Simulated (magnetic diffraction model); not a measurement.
# CaCrSiH: what an assumed order does to the neutron pattern

Space group P3m1 (no. 156), a = 4.0270 Å, c = 4.6030 Å.

```csv
site,atom,x,y,z
1a,Cr,0,0,0.4608
1b,Ca,1/3,2/3,0.0040
1c,Si,2/3,1/3,0.5580
1a,H,0,0,0.0805
```

The compound is invented for this exercise: a known structure type with other elements, its cell scaled to their sizes and not relaxed.

Only Cr is taken to order (form factors of Cr2+); orders and moment sizes are assumed, and not adapted to the symmetry. Radiation: neutrons of λ = 1.909 Å, 8° to 75°; isotropic B of 0.37 Å² (Cr), 0.35 Å² (Ca), 0.35 Å² (Si) and 0.54 Å² (H). The intensities are simulated: I ∝ L Σ (|F_N|² + |F_M⊥|²) for unpolarised neutrons, with F_M = 2.695 fm/μB × Σ f(s) S exp(2πi Q·r) exp(−B s²) at Q = H ± k (one set where k and −k are equivalent), only the part normal to Q counting and L = 1/(sin²θ cos θ). For collinear order S is the moment m, which repeats by lattice and centring translations R with the sign exp(−2πi k·R). Form factors are spin-only for 3d ions and dipole or tabulated for f ions, scattering lengths are Sears's of 1992, and absorption is left out. A label names one of the reflections at its angle. The strongest nuclear line in the range is 100, and lines under 0.2 are left out.

Assume the order k = (1/2 0 1/2), collinear moments along [100], 2.05 μB on Cr.

Predict the pattern, nuclear and magnetic parts apart.

```
2θ (°)         index  nuclear  magnetic
 19.77   (1/2 0 1/2)      0.0      15.5
 23.94       (0 0 1)     16.7       0.0
 29.99  (1/2 -1 1/2)      0.0       8.1
 31.77       (1 0 0)     14.7       0.0
 39.73   (1/2 0 3/2)      0.0       3.9
 40.17       (1 0 1)    100.0       0.0
 44.25   (1/2 1 1/2)      0.0       3.1
 46.04  (1/2 -1 3/2)      0.0       2.4
 49.01       (0 0 2)      9.1       0.0
 50.10   (3/2 0 1/2)      0.0       0.6
 56.59       (1 1 0)     19.4       0.0
 57.02   (1/2 1 3/2)      0.0       1.7
 59.59       (1 0 2)     25.1       0.0
 60.55  (3/2 -2 1/2)      0.0       1.4
 62.00   (3/2 0 3/2)      0.0       0.4
 62.32       (1 1 1)     17.4       0.0
 64.85   (1/2 0 5/2)      0.0       0.7
 66.38       (2 0 0)      4.0       0.0
 69.50  (1/2 -1 5/2)      0.0       0.5
 71.36  (3/2 -2 3/2)      0.0       0.7
 71.66       (2 0 1)     38.0       0.0
 74.52   (3/2 1 1/2)      0.0       0.3
```

The strongest magnetic line in the range is (1/2 0 1/2) at 19.77° (15.5). On top of the Lorentz factor, which all lines share, magnetic lines fade with angle because f falls: for Cr2+ it is 0.88, 0.62, 0.37 and 0.09 at sin θ/λ = 0.1, 0.2, 0.3 and 0.5 Å⁻¹, while nuclear lengths stay constant. The order has no net moment.

[Logs are printed without paths, hosts, clocks, repeated set-up lines and the standing remarks that a program may print on its own settings, such as how far it seeks lower states.]
